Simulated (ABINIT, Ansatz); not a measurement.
Computed results, one entry a study.

CsAsF6 (R-3): one start, several treatments of the self-energy. The structure is trigonal, space group R-3 (No. 148). The conventional cell has a = 7.712 Å, b = 7.712 Å, c = 7.866 Å, α = 90.00°, β = 90.00°, γ = 120.00°. Nearest to Cs lie 12 F at 3.10 to 3.24 Å. As has 6 F at 1.75 Å nearest. F has 1 As at 1.75 Å and 2 Cs at 3.10 to 3.24 Å nearest. Farther neighbours, and contacts between anions beyond the nearest, are not listed. The calculation used RPA screening on PBEsol, plane waves, norm-conserving pseudopotentials (and 3 further levels or steps) in ABINIT 10.8.3, with cutoff 44 Ha, PseudoDojo scalar-relativistic 0.4 stringent, norm-conserving, ngkpt (2, 2, 2), nband 201, ecuteps 5.2 Ha, gwcalctyp 2, nfreqre 16, nfreqim 8, inclvkb 2, freqremax 40 eV, spmeth 1, nomegasf 120, shiftk (0, 0, 0), symchi 1, awtr 1, frequency cd, 2×2×2 k-mesh. The G0W0, Godby-Needs plasmon pole is 10.350 eV. The G0W0, von der Linden-Horsch plasmon pole is 10.752 eV, the G0W0, Engel-Farid plasmon pole is 10.427 eV and the one-shot Hartree-Fock is 18.535 eV. The G0W0, contour deformation is 10.280 eV and the known limits are short of the basis limit; no spin-orbit coupling; coarse k mesh. It took 8 runs, 10 min in all on 8 MPI ranks of Arm Neoverse V2, shared host. G0W0, von der Linden-Horsch plasmon pole: +0.402 eV against G0W0, Godby-Needs plasmon pole. G0W0, Engel-Farid plasmon pole: +0.077 eV against G0W0, Godby-Needs plasmon pole. The program's warnings: Min real frequency set to default [Ha] = and nproc spkpt=  >= nkpt= * nsppol=. The cell and positions are those that the Materials Project relaxed with its own functionals (PBE, PBE+U or r2SCAN), kept fixed. Limits: no spin-orbit coupling. The 2×2×2 mesh is coarse for this cell, which bears on the long-range parts of exchange and screening.

[Paths, hosts, dates, memory and timing lines, banners, echoed tables and standing remarks are left out of the program output; an Ansatz launch command may be rebuilt from the run's recorded settings. Measured values are a selection of at most five: reports struck by readers or far from the other reports are left out. None is set beside runs whose start may be inverted or whose files or cutoffs have a known fault.]

[Runs of the session that timed out or met a known fault of the program may be left out.]

[Hosts, paths, dates, database ids (printed as entryN), source tags and the programs' standing remarks are cut or masked in the printed files.]

[G0W0 gaps are taken among the corrected bands and points alone; a level outside them can change the order at an edge.]

[Where Ansatz stands beside ABINIT at settings called matched, ABINIT's density can come from a denser mesh and the files from another edition; pairs whose starting gaps differed by over 0.03 eV were left out, so agreement reads better than it is.]
